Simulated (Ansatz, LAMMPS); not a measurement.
# Ga2O3 with crystalline order left by the classical run (115 atoms) in motion

Aim: follow Ga2O3 with crystalline order left by the classical run (115 atoms) for a short time with forces from DFT, then look at structure and electrons in the last frame.

Main program and level: Ansatz 0.2.0; Kohn-Sham DFT, PBE, PAW (set soft_2), plane waves.

**Experiments to compare with.** The optical band gap of a magnetron-sputtered, nitrogen-annealed Ga2O3 film, amorphous by X-ray diffraction but with some nanocrystallites and oxygen deficiency, was obtained from its UV-visible transmittance (“Ultra‐High Performance Amorphous Ga2O3 Photodetector Arrays for Solar‐Blind Imaging”, 2021, PMC8529488): optical gap 4.98 eV.

## (1) Starting point

The cell holds 115 atoms: 46 Ga and 69 O. Its edges and angles: a = 10.555 Å, b = 10.555 Å, c = 10.555 Å, α = 90.0°, β = 90.0°, γ = 90.0°. 115 atoms (46 Fe, 69 O) placed at random at 4.28 g/cm³, melted at 4500 K for 20 ps at fixed volume with the Morse and Coulomb pair potential with partial charges (Pedone, Malavasi, Menziani, Cormack and Segre, J. Phys. Chem. B 110, 11780 (2006)). Quenched from 4500 K to 300 K at 10 K/ps and fixed volume, held 20 ps at zero pressure. Then Fe was replaced by Ga (the potential has no terms for the new elements, so the cell is a start for a DFT relaxation).

Before any run, some limits are plain. The quench rate of 10 K/ps far exceeds what a furnace or splat quench reaches, so expect more defects and frozen-in strain than in a real sample. The starting topology of bonds comes from the classical model. Only the Γ point is sampled, in a cell whose shortest periodic width is 11 Å.

## (2) Single point at the start

The forces at the start show how far the geometry lies from a minimum of this functional.

The input, input.yaml:

```yaml
crystal:
  lattice:
    - [10.5553, 0.0, 0.0]
    - [0.0, 10.5553, 0.0]
    - [0.0, 0.0, 10.5553]
  atoms:
    - { symbol: Ga, position: [0.52074, 0.26244, 0.71057] }
    - { symbol: Ga, position: [0.47628, 0.63838, 0.10148] }
    - { symbol: Ga, position: [0.38574, 0.80436, 0.53906] }
    - { symbol: Ga, position: [0.72916, 0.13996, 0.54772] }
    [... 105 atom lines left out ...]
    - { symbol: O, position: [0.9974, 0.64592, 0.6977] }
    - { symbol: O, position: [0.59721, 0.01127, 0.90068] }
    - { symbol: O, position: [0.16036, 0.47766, 0.76138] }
    - { symbol: O, position: [0.08959, 0.54225, 0.01011] }
    - { symbol: O, position: [0.14475, 0.3292, 0.59016] }
    - { symbol: O, position: [0.40158, 0.38968, 0.69354] }
kpoints:
  mp_grid: { grid: [1, 1, 1] }
hamiltonian:
  xc: pbe
scf:
  occupations: { method: fixed }
output:
  forces: true
```

Command:

```console
> ansatz run input.yaml --threads 4 --pin off --max-ram 8192MiB --backend cpu --events-out ev --progress --plain --runs-dir out
```

The job ended after 30 s (4 threads of Arm Neoverse V1, shared host; peak memory 2 GiB; 1.9 min of CPU time).

Numbers from this run:

* free energy: -213182.7226 eV
* free energy per atom: -1853.7628 eV/atom
* SCF cycles: 10
* r.m.s. force component: 0.7182 eV/Å
* longest force: 2.872 eV/Å
* Fermi energy: 9.212 eV

The r.m.s. force component of 0.72 eV/Å sets the starting point.

Neighbours are counted within 2.50 Å (O-Ga).

Length of the force by element and coordination:

```csv
element,coordination,atoms,mean length of the force (eV/Å),spread,least,most
Ga,all,46,1.25,0.516,0.435,2.86
Ga,5,10,1.08,0.438,0.617,2.01
Ga,6,35,1.31,0.526,0.435,2.86
Ga,7,1,0.752,0,0.752,0.752
O,all,69,1.06,0.485,0.254,2.87
O,3,17,1.10,0.608,0.269,2.87
O,4,45,1.05,0.438,0.254,2.01
O,5,6,0.973,0.426,0.380,1.66
O,6,1,1.43,0,1.43,1.43
```

## (3) Dynamics started at 300 K

Without a thermostat the total energy must stay constant, which tests forces and time step. The time step is 1.0 fs.

Changes to input.yaml since step 2:

```diff
@@ -15 +15,8 @@
   forces: true
+md:
+  timestep: 1.0
+  n_steps: 132
+  ensemble: nve
+  temperature: 300
+  initial_velocities: maxwell_boltzmann
+  seed: 1203
```

The job ended after 37 min (4 threads; peak memory 2.2 GiB; 2.4 h of CPU time).

The program notes that it switched symmetry off.

The trajectory, sampled:

```csv
time (fs),T (K),potential (meV/atom),conserved (meV/atom)
0.0,300,0.0,0.00
9.0,314,-1.8,-0.01
18.0,324,-3.0,-0.01
26.0,359,-7.6,-0.02
35.0,373,-9.4,-0.01
44.0,371,-9.1,-0.01
53.0,383,-10.7,-0.02
62.0,377,-9.9,-0.01
70.0,367,-8.6,-0.01
79.0,378,-10.0,-0.01
88.0,398,-12.6,-0.02
97.0,378,-10.0,-0.01
106.0,385,-10.9,-0.01
114.0,425,-16.1,-0.02
123.0,413,-14.5,-0.02
132.0,392,-11.8,-0.01
```

Mean square displacement from the first frame to the last: Ga 0.070 Å², O 0.077 Å².

The mean square displacement by time lag:

```
time lag (fs)  Ga (Å²)   O (Å²)
          1.0   1.6e-5   5.1e-5
          3.0   1.4e-4   4.6e-4
          6.0   5.6e-4  0.00180
          9.0  0.00126  0.00392
         14.0  0.00300  0.00877
         17.0  0.00436   0.0121
         19.0  0.00539   0.0144
         22.0  0.00709   0.0178
         25.0  0.00896   0.0210
         28.0   0.0110   0.0238
         30.0   0.0124   0.0255
         36.0   0.0169   0.0293
         38.0   0.0185   0.0302
         41.0   0.0209   0.0313
         44.0   0.0233   0.0322
         47.0   0.0258   0.0330
         49.0   0.0274   0.0335
         52.0   0.0298   0.0343
         57.0   0.0338   0.0356
         60.0   0.0361   0.0365
         63.0   0.0383   0.0375
         66.0   0.0405   0.0386
```

Over the second half of 132 fs the temperature averages 392 K, rising from about 372 to 408 K (means over the first and last quarter of that half). The conserved energy stays within 0.02 meV/atom. From first frame to last O has the largest mean square displacement, 0.077 Å² at the end; the farthest move is 0.59 Å. The mean temperature of 392 K lies well off the 300 K of the input: without a thermostat, the energy that the start releases heats the cell. The count of bonds goes from 267 in the first frame to 261 in the last, by one set of cutoffs: 10 pairs passed out of them and 4 came within. The run spans 0.13 ps, too short for its means to be equilibrium values.

## (4) Distances and neighbours late in the run

The g(r) is a mean over the second half; what follows it is taken at the last frame.

Bonds before and after, by the cutoffs listed below:

| pair | bonds before | bonds after | mean before (Å) | mean after (Å) | spread before (Å) | spread after (Å) |
| --- | --- | --- | --- | --- | --- | --- |
| O-Ga | 267 | 261 | 2.023 | 2.005 | 0.142 | 0.150 |

Density 6.09 g/cm³, 10.23 Å³ an atom.

Mean of 15 frames. Pair distribution functions g(r), in bins of 0.2 Å:

```
r (Å)  total   O-O  O-Ga  Ga-Ga
 1.70   0.10  0.00  0.20   0.00
 1.90   2.94  0.00  6.11   0.00
 2.10   1.19  0.00  2.48   0.00
 2.30   0.35  0.05  0.70   0.00
 2.50   0.65  1.44  0.26   0.04
 2.70   1.27  3.00  0.26   0.41
 2.90   1.46  2.65  0.23   2.44
 3.10   1.14  1.39  0.31   3.05
 3.30   0.87  0.65  0.67   2.00
 3.50   0.91  0.51  1.07   1.35
 3.70   1.00  0.68  1.28   0.91
 3.90   0.82  0.73  0.99   0.55
 4.10   0.79  0.64  1.00   0.47
 4.30   1.01  0.62  1.46   0.52
 4.50   1.17  0.62  1.77   0.59
 4.70   1.17  1.08  1.38   0.68
 4.90   1.08  1.44  0.93   0.77
 5.10   1.03  1.45  0.68   1.13
```

Bonds by pair of elements; cutoffs follow the first minimum of g(r), held within bounds set by covalent radii, and pairs that aren't listed don't count as bonded (cutoffs were set anew for this text, so counts can differ from the run's own analysis):

```csv
pair A-B,cutoff (Å),bonds,mean length (Å),spread (Å),shortest (Å),B about A,A about B
O-Ga,2.5,261,2.00,0.15,1.77,3.78,5.67
```

How many atoms have how many bonded neighbours:

```csv
element,mean,3,4,5,6,7
Ga,5.67,0,2,13,29,2
O,3.78,22,42,3,2,0
```

Bond angles, per cent of each kind in bins of 5°:

```
angle (°)  O-Ga-O  Ga-O-Ga
    65–70     1.1      0.0
    70–75     5.0      0.3
    75–80     8.9      0.3
    80–85    15.7      2.9
    85–90    11.6      9.0
    90–95    10.0     17.2
   95–100     7.9     14.3
  100–105     6.6     10.3
  105–110     4.2      8.7
  110–115     3.5      6.3
  115–120     1.3      5.3
  120–125     2.1      5.3
  125–130     1.8      4.0
  130–135     1.5      3.2
  135–140     1.0      2.4
  140–145     1.3      2.6
  145–150     2.6      1.1
  150–155     2.4      1.1
  155–160     2.4      1.1
  160–165     3.5      1.3
  165–170     2.8      2.1
  170–175     2.1      0.8
  175–180     0.6      0.5
```

Bond angles (no mean is given where the spread exceeds 20°):

```
  angle  count  mean (°)  spread (°)
 O-Ga-O    619         -           -
Ga-O-Ga    378         -           -
```

Oxygen atoms by the number of network formers (Si, P, Ge, B, Al, As, Ga) bound to them:

```csv
network formers bound to O,O atoms,per cent
0,0,0
1,0,0
2,0,0
3,22,31.9
4,42,60.9
5,3,4.3
6,2,2.9
```

Network units: each former by its oxygen neighbours and how many of them bridge to another former:

```
former  O neighbours  bridging O  atoms
    Ga             4           4      2
    Ga             5           5     13
    Ga             6           6     29
    Ga             7           7      2
```

Bond length by coordination (bonds to H left out):

```csv
element,coordination,atoms,mean bond length (Å)
Ga,4,2,1.86
Ga,5,13,1.97
Ga,6,29,2.02
Ga,7,2,2.11
O,3,22,1.92
O,4,42,2.02
O,5,3,2.11
O,6,2,2.17
```

For some of the pairs, g(r) has its first main peak near 2.7 Å (O-O), 1.9 Å (O-Ga) and 3.1 Å (Ga-Ga). Counting bonds as in the table, 63 % of Ga atoms have 6 and 61 % of O atoms have 4 bonded neighbours. 0 % of the oxygens bridge two formers (Ga) and 0 % are non-bridging; 32 % join three; 61 % join four; 4 % join five. The commonest Ga unit has 6 oxygens, 6 of them shared with other formers (29 of 46 atoms). Bonds at O atoms with 3 neighbours average 1.92 Å, against 2.11 Å at those with 5.

## (5) Single point at the last frame

The last frame is solved again with fuller output, to read the electronic structure of a thermally displaced geometry.

The input, input.yaml:

```yaml
crystal:
  lattice:
    - [10.5553, 0.0, 0.0]
    - [0.0, 10.5553, 0.0]
    - [0.0, 0.0, 10.5553]
  atoms:
    - { symbol: Ga, position: [0.51442, 0.26042, 0.72445] }
    - { symbol: Ga, position: [0.51141, 0.61457, 0.1087] }
    - { symbol: Ga, position: [0.38169, 0.80512, 0.50639] }
    - { symbol: Ga, position: [0.70995, 0.1464, 0.5509] }
    [... 105 atom lines left out ...]
    - { symbol: O, position: [0.99183, 0.60083, 0.71823] }
    - { symbol: O, position: [0.60376, 0.00761, 0.91441] }
    - { symbol: O, position: [0.18705, 0.47962, 0.7399] }
    - { symbol: O, position: [0.10234, 0.5512, 0.00463] }
    - { symbol: O, position: [0.123, 0.31461, 0.57869] }
    - { symbol: O, position: [0.411, 0.39149, 0.64982] }
kpoints:
  mp_grid: { grid: [1, 1, 1] }
hamiltonian:
  xc: pbe
scf:
  occupations: { method: fixed }
output:
  forces: true
  stress: true
  populations: true
  dos:
    method: { smearing: { sigma: 0.08 } }
    de: 0.1
    projected: { site_lists: { Ga: [Ga], O: [O] } }
  eigenvalues: true
  write_density: true
  write_potential: true
  volumetric_format: npy
```

It took 53 s on 4 threads; peak memory 2.1 GiB; 3.5 min of CPU time.

Numbers from this run:

| Property | Result |
| --- | --- |
| free energy | -213184.0821 eV |
| free energy per atom | -1853.7746 eV/atom |
| SCF cycles | 10 |
| pressure | 11.7 GPa |
| r.m.s. force component | 0.7098 eV/Å |
| longest force | 2.62 eV/Å |
| Fermi energy | 9.124 eV |
| gap (highest filled to lowest empty level) | 1.599 eV |
| spilling of the projection | 0.00322 |

Neighbours are counted within 2.50 Å (O-Ga), cutoffs set anew for this text.

Length of the force by element and coordination:

```csv
element,coordination,atoms,mean length of the force (eV/Å),spread,least,most
Ga,all,46,1.16,0.441,0.372,2.62
Ga,4,2,1.31,0.0474,1.26,1.36
Ga,5,13,1.20,0.335,0.697,1.70
Ga,6,29,1.15,0.502,0.372,2.62
Ga,7,2,1.00,0.121,0.88,1.12
O,all,69,1.12,0.490,0.269,2.51
O,3,22,1.23,0.494,0.398,2.08
O,4,42,1.03,0.476,0.269,2.51
O,5,3,1.40,0.355,0.921,1.76
O,6,2,1.27,0.433,0.838,1.70
```

Löwdin charges by element and coordination (they lack the spilled electrons, 0.028 e an atom on average):

```
element  coordination  atoms  mean charge (e)  spread   least    most
     Ga           all     46             1.03  0.0224   0.972    1.08
     Ga             4      2             1.04  0.0339    1.00    1.07
     Ga             5     13             1.04  0.0201    1.01    1.08
     Ga             6     29             1.02  0.0179   0.972    1.05
     Ga             7      2             1.03  0.0099    1.02    1.04
      O           all     69           -0.638  0.0157  -0.679  -0.593
      O             3     22           -0.645  0.0134  -0.679  -0.623
      O             4     42           -0.632  0.0151  -0.678  -0.593
      O             5      3           -0.650  0.0037  -0.654  -0.645
      O             6      2           -0.653  0.0029  -0.656  -0.650
```

Density of states as counts of states in windows of 1 eV (from the Fermi level), total and the larger projections:

```
from (eV)  to (eV)  total   O p  Ga s  Ga p   Ga d
      -14      -13  360.8   6.4   0.5   1.3  350.4
      -13      -12   95.2   1.3   0.4   1.2   85.6
      -12      -11    1.7   0.0   0.0   0.0    1.4
      -11       -8    0.0   0.0   0.0   0.0    0.0
       -8       -7   24.4  14.7   7.0   1.3    0.7
       -7       -6   35.6  22.0   8.3   2.7    0.8
       -6       -5   40.4  27.1   4.8   5.4    0.9
       -5       -4   51.5  38.0   2.7   7.8    1.0
       -4       -3   59.5  47.6   1.4   7.5    1.1
       -3       -2   69.7  60.4   0.7   5.7    1.3
       -2       -1   87.4  81.0   0.5   2.6    1.7
       -1        0   44.8  42.7   0.2   0.6    0.6
        0        1    0.7   0.7   0.0   0.0    0.0
        1        2    2.0   0.1   1.2   0.0    0.0
        2        3    0.0   0.0   0.0   0.0    0.0
        3        4    3.9   1.2   1.4   0.6    0.0
        4        5   20.4   5.8   8.2   3.2    0.0
```

The curve was stored every 0.100 eV, coarse against its broadening of 0.08 eV, so these counts are rough.

With fixed occupations the program's Fermi level is the highest filled level; weight inside the gap is the broadening of levels at its edges.

Between -20 and -14 eV lie 140 more states.

The levels nearest the highest filled one (over half full), pooled over k-points and spins:

```csv
level less the highest filled one (eV),occupation
-0.435,2
-0.395,2
-0.293,2
-0.237,2
-0.0799,2
0,2
1.60,0
3.91,0
3.96,0
4.11,0
4.20,0
4.27,0
```

Mean Löwdin charges: Ga +1.03, O -0.64 e (they miss 0.32 % of the electrons, so they add up to more than the cell's charge). The largest share in the top eV of filled states is O p (96 % of the projected weight), and in the lowest eV of empty states Ga s (59 % of the projected weight).

## (6) Results

| Property | Result |
| --- | --- |
| mean temperature, second half | 391.7 K |
| temperature swing, second half | 18.95 K |
| slope of the conserved energy against time, by least squares | -0.0231 meV/atom/ps |
| free energy per atom | -1853.7746 eV/atom |
| pressure | 11.7 GPa |
| r.m.s. force component | 0.7098 eV/Å |
| gap (highest filled to lowest empty level) | 1.599 eV |
| wall time of the 3 DFT runs | 38 min |

**Reading.** Over the second half of 132 fs the temperature averages 392 K, rising from about 372 to 408 K (means over the first and last quarter of that half). The conserved energy stays within 0.02 meV/atom. The mean temperature of 392 K lies well off the 300 K of the input: without a thermostat, the energy that the start releases heats the cell. The count of bonds goes from 267 in the first frame to 261 in the last, by one set of cutoffs: 10 pairs passed out of them and 4 came within. The run spans 0.13 ps, too short for its means to be equilibrium values. Counting bonds as in the table, 63 % of Ga atoms have 6 and 61 % of O atoms have 4 bonded neighbours. 0 % of the oxygens bridge two formers (Ga) and 0 % are non-bridging; 32 % join three; 61 % join four; 4 % join five.

The highest filled and lowest empty levels differ by 1.60 eV (at Γ alone); a semilocal functional tends to put such gaps too low. In a disordered cell it changes from sample to sample, and tail or defect levels can set it.

What to keep in mind: The starting topology of bonds comes from the classical model; in DFT 10 of its 267 bonded pairs passed out of the cutoffs and 4 came within them. The pressure of 12 GPa is that of one thermal frame at a volume set beforehand, without the kinetic term.

Against the measurements quoted at the start:

| quantity | measured | this cell | difference | method of the measurement |
| --- | --- | --- | --- | --- |
| optical gap | 4.98 eV | 1.60 eV | -3.38 eV | UV-vis transmittance, Tauc plot |

The network comes from the model that made the cell; in DFT 10 of its 267 bonded pairs passed out of the cutoffs and 4 came within them. An optical gap and a spacing of Kohn–Sham levels are different quantities.

[Logs are printed without paths, hosts, clocks, repeated set-up lines and the standing remarks that a program may print on its own settings, such as how far it seeks lower states.]

[Hosts, paths, dates, database ids (printed as entryN), source tags and the programs' standing remarks are cut or masked in the printed files.]
